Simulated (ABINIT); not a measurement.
## A GW run on SnO2 (Cassiterite) in ABINIT, with inputs changed

What do changed inputs do to GW on SnO2 (Cassiterite)?

Program: ABINIT 10.8.3. Level of theory: PBE and many-body steps on it, plane waves. Results are calculated unless marked as measured.

## 1. The structure

It takes space group P4_2/mnm (No. 136, tetragonal). The conventional cell has a = 4.738 Å, b = 4.738 Å, c = 3.187 Å, α = 90.00°, β = 90.00°, γ = 90.00°. Sn has 6 O at 2.05 to 2.06 Å nearest. Nearest to O lie 3 Sn at 2.05 to 2.06 Å. Farther neighbours and most contacts between anions are not listed.

The cell and positions come from the Crystallography Open Database and are kept as given unless a step says otherwise.

## 2. Screening, 2×2×4 mesh, 58 bands, screening to 87.1 eV

This step: ABINIT 10.8.3; RPA screening on PBE, plane waves, norm-conserving pseudopotentials.

The RPA dielectric matrix is built and inverted for each q.

run.abi reads:

```
acell 3*1.0 Angstrom
rprim 
  4.738000000000 0.000000000000 0.000000000000
  0.000000000000 4.738000000000 0.000000000000
  0.000000000000 0.000000000000 3.186500000000
ntypat 2
znucl 50 8
natom 6
typat 1 1 2 2 2 2
xred 
  0.000000000000 0.000000000000 0.000000000000
  0.500000000000 0.500000000000 0.500000000000
  0.307100000000 0.307100000000 0.000000000000
  0.192900000000 0.807100000000 0.500000000000
  0.692900000000 0.692900000000 0.000000000000
  0.807100000000 0.192900000000 0.500000000000
pp_dirpath "pseudos"
pseudos "Sn.upf, O.upf"
ecut 42
ngkpt 2 2 4
nshiftk 1
shiftk 0 0 0
kptopt 1
chksymbreak 0
istwfk *1
occopt 1
irdwfk 1
optdriver 3
nband 58
ecuteps 3.2
inclvkb 2
awtr 1
symchi 1
indata_prefix "in"
outdata_prefix "out"
tmpdata_prefix "tmp"
```

Started as:

```bash
$ OMP_NUM_THREADS=1 mpirun -n 8 abinit run.abi > log
```

Output:

```text
.Version 10.8.3 of ABINIT. v10.8.2 released Aug 2026.

 Symmetries : space group P4_2/m n m (#136); Bravais tP (primitive tetrag.)
[... echo of the input left out ...]
== DATASET  1 ==================================================================
-   mpi_nproc: 8, omp_nthreads: 1 (-1 if OMP is not activated)

--- !DatasetInfo
iteration_state: {dtset: 1, }
dimensions: {natom: 6, nkpt: 9, mband: 58, nsppol: 1, nspinor: 1, nspden: 1, mpw: 6312, }
cutoff_energies: {ecut:  42.0, pawecutdg:  -1.0, }
electrons: {nelect:   6.80000000E+01, charge:   0.00000000E+00, occopt:   1.00000000E+00, tsmear:   1.00000000E-02, }

 SCREENING: Calculation of the susceptibility and dielectric matrices

 Based on a program developped by R.W. Godby, V. Olevano, G. Onida, and L. Reining.
 Incorporated in ABINIT by V. Olevano, G.-M. Rignanese, and M. Torrent.
.Using double precision arithmetic ; gwpc =  8

[... cell and pseudopotentials left out ...]
--------------------------------------------------------------------------------

 ==== K-mesh for the wavefunctions ====
 Number of points in the irreducible wedge :     9
[... list of points left out ...]
 Together with 16 symmetry operations and time-reversal symmetry
 yields    16 points in the full Brillouin Zone.

 ==== Q-mesh for the screening function ====
 Number of points in the irreducible wedge :     9
[... list of points left out ...]
 Together with 16 symmetry operations and time-reversal symmetry
 yields    16 points in the full Brillouin Zone.

 setmesh: FFT mesh size selected  =    36x   36x   24
          total number of points  =        31104

 vcoul_init : cutoff-mode = AUXILIARY_FUNCTION
 q-points for optical limit:   1
     1)      0.000010    0.000020    0.000030

- screening: taking advantage of time-reversal symmetry
- Maximum band index for partially occupied states nbvw = 34
- Remaining bands to be divided among processors   nbcw = 24
- Number of bands treated by each node ~3

 Number of electrons calculated from density =   68.0000; Expected =   68.0000
 average of density, n =  0.140867
 r_s =    1.1923
 omega_plasma =   36.2043 [eV]

 calculating chi0 at frequencies [eV] :
  1    0.000000E+00    0.000000E+00
  2    0.000000E+00    3.620427E+01

--------------------------------------------------------------------------------
  q-point number  1        q = ( 0.000000, 0.000000, 0.000000) [r.l.u.]
--------------------------------------------------------------------------------
[... chi0 elements left out ...]
 For q-point:  0.000010 0.000020 0.000030
  dielectric constant =   5.0305
  dielectric constant without local fields =   5.1897

  Average fulfillment of the sum rule on Im[epsilon] for q-point    1 :     18.00  [%]
[... wings left out ...]
  q-point number  2        q = ( 0.500000, 0.000000, 0.000000) [r.l.u.]
--------------------------------------------------------------------------------
[... chi0 elements left out ...]
  Average fulfillment of the sum rule on Im[epsilon] for q-point    2 :     25.96  [%]

 [... 7 further q-points ...]
```

Run time: 11 s. Hardware: 8 MPI ranks of Intel Xeon 6975P-C (Granite Rapids), shared host; peak memory 2.4 GiB.

Numbers from this step:

```yaml
eps_infinity_with_local_fields_on_this_mesh_along_the_program_s_q_direction: 5.030
the_same_without_local_fields: 5.190
plasma_frequency: 36.20 eV
plane_waves_in_the_screening_matrix: 137
```

Local fields lower ε∞ by 3 %. On a Γ-centred mesh this coarse the value itself is usually too large, while a short band sum pulls it down.

## 3. Base

The self-energy is evaluated for the states that the input lists, and the levels follow from it, in one-shot runs by the linearised quasiparticle equation.

This step: G0W0 on PBE, plane waves, norm-conserving pseudopotentials.

Changes to run.abi since step 2:

```diff
@@ -27,8 +27,15 @@
 irdwfk 1
-optdriver 3
+optdriver 4
 nband 58
+gwcalctyp 0
+ecutsigx 42
+symsigma 1
+nkptgw 1
+kptgw 
+  0.0000000000 0.0000000000 0.0000000000
+bdgw 
+  32 36
 ecuteps 3.2
-inclvkb 2
-awtr 1
-symchi 1
+irdscr 1
+ppmodel 1
 indata_prefix "in"
```

Output:

```text
.Version 10.8.3 of ABINIT. v10.8.2 released Aug 2026.

 Symmetries : space group P4_2/m n m (#136); Bravais tP (primitive tetrag.)
[... echo of the input left out ...]
== DATASET  1 ==================================================================
-   mpi_nproc: 8, omp_nthreads: 1 (-1 if OMP is not activated)

--- !DatasetInfo
iteration_state: {dtset: 1, }
dimensions: {natom: 6, nkpt: 9, mband: 58, nsppol: 1, nspinor: 1, nspden: 1, mpw: 6312, }
cutoff_energies: {ecut:  42.0, pawecutdg:  -1.0, }
electrons: {nelect:   6.80000000E+01, charge:   0.00000000E+00, occopt:   1.00000000E+00, tsmear:   1.00000000E-02, }

 SIGMA: Calculation of the GW corrections

 Based on a program developped by R.W. Godby, V. Olevano, G. Onida, and L. Reining.
 Incorporated in ABINIT by V. Olevano, G.-M. Rignanese, and M. Torrent.
.Using double precision arithmetic ; gwpc =  8

[... cell and pseudopotentials left out ...]
--------------------------------------------------------------------------------

 ==== K-mesh for the wavefunctions ====
 Number of points in the irreducible wedge :     9
[... list of points left out ...]
 Together with 16 symmetry operations and time-reversal symmetry
 yields    16 points in the full Brillouin Zone.

 ==== Q-mesh for screening function ====
 Number of points in the irreducible wedge :     9
[... list of points left out ...]
 Together with 16 symmetry operations and time-reversal symmetry
 yields    16 points in the full Brillouin Zone.

 vcoul_init : cutoff-mode = AUXILIARY_FUNCTION
 q-points for optical limit:   1
     1)      0.000010    0.000020    0.000030
 setmesh: FFT mesh size selected  =    54x   54x   36
          total number of points  =       104976

 Number of electrons calculated from density =   68.0000; Expected =   68.0000
 average of density, n =  0.140867
 r_s =    1.1923
 omega_plasma =   36.2043 [eV]

 === KS Band Gaps ===
  >>>> For spin  1
   Minimum direct gap =   1.2836 [eV], located at k-point      :   0.0000  0.0000  0.0000
   Fundamental gap    =   1.2836 [eV], Top of valence bands at :   0.0000  0.0000  0.0000
                                       Bottom of conduction at :   0.0000  0.0000  0.0000
 SIGMA fundamental parameters:
 PLASMON POLE MODEL  1
 number of plane-waves for SigmaX                 6273
 number of plane-waves for SigmaC and W            137
 number of plane-waves for wavefunctions          6273
 number of bands                                    58
 number of independent spin polarizations            1
 number of spinorial components                      1
 number of k-points in IBZ                           9
 number of q-points in IBZ                           9
 number of symmetry operations                      16
 number of k-points in BZ                           16
 number of q-points in BZ                           16
 number of frequencies for dSigma/dE                 9
 frequency step for dSigma/dE [eV]                0.25
 number of omega for Sigma on real axis              0
 max omega for Sigma on real axis  [eV]           0.00
 zcut for avoiding poles [eV]                     0.10

 EPSILON^-1 parameters (SCR file):
 dimension of the eps^-1 matrix on file            137
 dimension of the eps^-1 matrix used               137
 number of plane-waves for wavefunctions          6273
 number of bands                                    58
 number of q-points in IBZ                           9
 number of frequencies                               2
 number of real frequencies                          1
 number of imag frequencies                          1

 matrix elements of self-energy operator (all in [eV])

 Perturbative Calculation

--- !SelfEnergy_ee
iteration_state: {dtset: 1, }
kpoint     : [   0.000,    0.000,    0.000, ]
spin       : 1
KS_gap     :    1.284
QP_gap     :    2.951
Delta_QP_KS:    1.668
data: !SigmaeeData |
     Band     E0 <VxcDFT>   SigX SigC(E0)      Z dSigC/dE  Sig(E)    E-E0       E
       32   6.013 -20.019 -25.554   5.530   0.781  -0.281 -20.023  -0.004   6.010
       33   6.013 -20.019 -25.554   5.530   0.781  -0.281 -20.023  -0.004   6.010
       34   6.777 -20.354 -26.147   5.756   0.780  -0.282 -20.383  -0.029   6.748
       35   8.061 -16.496 -12.268  -2.283   0.843  -0.187 -14.858   1.638   9.699
       36  12.920 -16.300 -10.641  -2.961   0.834  -0.199 -14.050   2.250  15.170

== END DATASET(S) ==============================================================
================================================================================

 -outvars: echo values of variables after computation  --------
           etotal      0.0000000000E+00
            nband          58
             nkpt           9
          spgroup         136
 [... the other variables as echoed above ...]

 Calculation completed.
```

Elapsed: 2.6 s, on 8 MPI ranks; peak memory 0.21 GiB.

Numbers from this step:

| Property | Result |
| --- | --- |
| G0W0 gap on the points computed | 2.951 eV |
| starting gap on the mesh | 1.284 eV |
| k of the valence top | 0, 0, 0 |
| k of the conduction bottom | 0, 0, 0 |
| Z at the valence top | 0.78 |
| Z at the conduction bottom | 0.843 |
| least direct G0W0 gap on the computed points | 2.951 eV |

The gap on the mesh goes from 1.28 eV to 2.95 eV, a correction of +1.67 eV.

## 4. Smaller part of the screening matrix

Changes to run.abi since step 3:

```diff
@@ -37,3 +37,3 @@
   32 36
-ecuteps 3.2
+ecuteps 1.6
 irdscr 1
```

Output:

```text
.Version 10.8.3 of ABINIT. v10.8.2 released Aug 2026.

 Symmetries : space group P4_2/m n m (#136); Bravais tP (primitive tetrag.)
[... echo of the input left out ...]
== DATASET  1 ==================================================================
-   mpi_nproc: 8, omp_nthreads: 1 (-1 if OMP is not activated)

--- !DatasetInfo
iteration_state: {dtset: 1, }
dimensions: {natom: 6, nkpt: 9, mband: 58, nsppol: 1, nspinor: 1, nspden: 1, mpw: 6312, }
cutoff_energies: {ecut:  42.0, pawecutdg:  -1.0, }
electrons: {nelect:   6.80000000E+01, charge:   0.00000000E+00, occopt:   1.00000000E+00, tsmear:   1.00000000E-02, }

 SIGMA: Calculation of the GW corrections

 Based on a program developped by R.W. Godby, V. Olevano, G. Onida, and L. Reining.
 Incorporated in ABINIT by V. Olevano, G.-M. Rignanese, and M. Torrent.
.Using double precision arithmetic ; gwpc =  8

[... cell and pseudopotentials left out ...]
--------------------------------------------------------------------------------

 ==== K-mesh for the wavefunctions ====
 Number of points in the irreducible wedge :     9
[... list of points left out ...]
 Together with 16 symmetry operations and time-reversal symmetry
 yields    16 points in the full Brillouin Zone.

 ==== Q-mesh for screening function ====
 Number of points in the irreducible wedge :     9
[... list of points left out ...]
 Together with 16 symmetry operations and time-reversal symmetry
 yields    16 points in the full Brillouin Zone.

 vcoul_init : cutoff-mode = AUXILIARY_FUNCTION
 q-points for optical limit:   1
     1)      0.000010    0.000020    0.000030
 setmesh: FFT mesh size selected  =    54x   54x   36
          total number of points  =       104976

 Number of electrons calculated from density =   68.0000; Expected =   68.0000
[...]
number of q-points in IBZ                           9
 number of symmetry operations                      16
 number of k-points in BZ                           16
 number of q-points in BZ                           16
 number of frequencies for dSigma/dE                 9
 frequency step for dSigma/dE [eV]                0.25
 number of omega for Sigma on real axis              0
 max omega for Sigma on real axis  [eV]           0.00
 zcut for avoiding poles [eV]                     0.10

 EPSILON^-1 parameters (SCR file):
 dimension of the eps^-1 matrix on file            137
 dimension of the eps^-1 matrix used                47
 number of plane-waves for wavefunctions          6273
 number of bands                                    58
 number of q-points in IBZ                           9
 number of frequencies                               2
 number of real frequencies                          1
 number of imag frequencies                          1

 matrix elements of self-energy operator (all in [eV])

 Perturbative Calculation

--- !SelfEnergy_ee
iteration_state: {dtset: 1, }
kpoint     : [   0.000,    0.000,    0.000, ]
spin       : 1
KS_gap     :    1.284
QP_gap     :    3.375
Delta_QP_KS:    2.091
data: !SigmaeeData |
     Band     E0 <VxcDFT>   SigX SigC(E0)      Z dSigC/dE  Sig(E)    E-E0       E
       32   6.013 -20.019 -25.554   4.821   0.808  -0.237 -20.596  -0.577   5.436
       33   6.013 -20.019 -25.554   4.821   0.808  -0.237 -20.596  -0.577   5.436
       34   6.777 -20.354 -26.147   4.964   0.809  -0.236 -21.025  -0.671   6.106
       35   8.061 -16.496 -12.268  -2.563   0.853  -0.173 -15.076   1.420   9.481
       36  12.920 -16.300 -10.641  -3.067   0.844  -0.185 -14.113   2.187  15.107

== END DATASET(S) ==============================================================
================================================================================

 -outvars: echo values of variables after computation  --------
           etotal      0.0000000000E+00
            nband          58
             nkpt           9
          spgroup         136
 [... the other variables as echoed above ...]

 Calculation completed.
```

The job ended after 2.5 s (8 MPI ranks; peak memory 0.2 GiB; 18 s of CPU time).

Numbers from this step:

```yaml
g0w0_gap_on_the_points_computed: 3.375 eV
starting_gap_on_the_mesh: 1.284 eV
k_of_the_valence_top: 0, 0, 0
k_of_the_conduction_bottom: 0, 0, 0
z_at_the_valence_top: 0.809
z_at_the_conduction_bottom: 0.853
least_direct_g0w0_gap_on_the_computed_points: 3.375 eV
```

## 5. Exchange cutoff

Changes to run.abi since step 4:

```diff
@@ -30,3 +30,3 @@
 gwcalctyp 0
-ecutsigx 42
+ecutsigx 12.6
 symsigma 1
@@ -37,3 +37,3 @@
   32 36
-ecuteps 1.6
+ecuteps 3.2
 irdscr 1
```

Output:

```text
.Version 10.8.3 of ABINIT. v10.8.2 released Aug 2026.

 Symmetries : space group P4_2/m n m (#136); Bravais tP (primitive tetrag.)
[... echo of the input left out ...]
== DATASET  1 ==================================================================
-   mpi_nproc: 8, omp_nthreads: 1 (-1 if OMP is not activated)

--- !DatasetInfo
iteration_state: {dtset: 1, }
dimensions: {natom: 6, nkpt: 9, mband: 58, nsppol: 1, nspinor: 1, nspden: 1, mpw: 6312, }
cutoff_energies: {ecut:  42.0, pawecutdg:  -1.0, }
electrons: {nelect:   6.80000000E+01, charge:   0.00000000E+00, occopt:   1.00000000E+00, tsmear:   1.00000000E-02, }

 SIGMA: Calculation of the GW corrections

 Based on a program developped by R.W. Godby, V. Olevano, G. Onida, and L. Reining.
 Incorporated in ABINIT by V. Olevano, G.-M. Rignanese, and M. Torrent.
.Using double precision arithmetic ; gwpc =  8

[... cell and pseudopotentials left out ...]
--------------------------------------------------------------------------------

 ==== K-mesh for the wavefunctions ====
 Number of points in the irreducible wedge :     9
[... list of points left out ...]
 Together with 16 symmetry operations and time-reversal symmetry
 yields    16 points in the full Brillouin Zone.

 ==== Q-mesh for screening function ====
 Number of points in the irreducible wedge :     9
[... list of points left out ...]
 Together with 16 symmetry operations and time-reversal symmetry
 yields    16 points in the full Brillouin Zone.

 vcoul_init : cutoff-mode = AUXILIARY_FUNCTION
 q-points for optical limit:   1
     1)      0.000010    0.000020    0.000030
 setmesh: FFT mesh size selected  =    48x   48x   32
          total number of points  =        73728

 Number of electrons calculated from density =   68.0000; Expected =   68.0000
[...]
number of q-points in IBZ                           9
 number of symmetry operations                      16
 number of k-points in BZ                           16
 number of q-points in BZ                           16
 number of frequencies for dSigma/dE                 9
 frequency step for dSigma/dE [eV]                0.25
 number of omega for Sigma on real axis              0
 max omega for Sigma on real axis  [eV]           0.00
 zcut for avoiding poles [eV]                     0.10

 EPSILON^-1 parameters (SCR file):
 dimension of the eps^-1 matrix on file            137
 dimension of the eps^-1 matrix used               137
 number of plane-waves for wavefunctions          6273
 number of bands                                    58
 number of q-points in IBZ                           9
 number of frequencies                               2
 number of real frequencies                          1
 number of imag frequencies                          1

 matrix elements of self-energy operator (all in [eV])

 Perturbative Calculation

--- !SelfEnergy_ee
iteration_state: {dtset: 1, }
kpoint     : [   0.000,    0.000,    0.000, ]
spin       : 1
KS_gap     :    1.284
QP_gap     :    3.020
Delta_QP_KS:    1.736
data: !SigmaeeData |
     Band     E0 <VxcDFT>   SigX SigC(E0)      Z dSigC/dE  Sig(E)    E-E0       E
       32   6.013 -20.019 -25.262   5.530   0.781  -0.281 -19.795   0.224   6.237
       33   6.013 -20.019 -25.262   5.530   0.781  -0.281 -19.795   0.224   6.237
       34   6.777 -20.354 -25.840   5.756   0.780  -0.282 -20.143   0.211   6.988
       35   8.061 -16.496 -11.902  -2.283   0.843  -0.187 -14.549   1.947  10.008
       36  12.920 -16.300 -10.122  -2.961   0.834  -0.199 -13.617   2.683  15.603

== END DATASET(S) ==============================================================
================================================================================

 -outvars: echo values of variables after computation  --------
           etotal      0.0000000000E+00
            nband          58
             nkpt           9
          spgroup         136
 [... the other variables as echoed above ...]

 Calculation completed.
```

The job ended after 2.8 s (8 MPI ranks; peak memory 0.18 GiB).

This step gave:

- G0W0 gap on the points computed: 3.020 eV
- starting gap on the mesh: 1.284 eV
- k of the valence top: 0, 0, 0
- k of the conduction bottom: 0, 0, 0
- Z at the valence top: 0.78
- Z at the conduction bottom: 0.843
- least direct G0W0 gap on the computed points: 3.020 eV

[end of part 1 of 2]

[Paths, hosts, dates, memory and timing lines, banners, echoed tables and standing remarks are left out of the program output.]

[Logs are printed without paths, hosts, clocks, repeated set-up lines and the standing remarks that a program may print on its own settings, such as how far it seeks lower states.]

[Runs of the session that timed out or met a known fault of the program may be left out.]

[Hosts, paths, dates, database ids (printed as entryN), source tags and the programs' standing remarks are cut or masked in the printed files.]

[G0W0 gaps are taken among the corrected bands and points alone; a level outside them can change the order at an edge.]

[Where Ansatz stands beside ABINIT at settings called matched, ABINIT's density can come from a denser mesh and the files from another edition; pairs whose starting gaps differed by over 0.03 eV were left out, so agreement reads better than it is.]
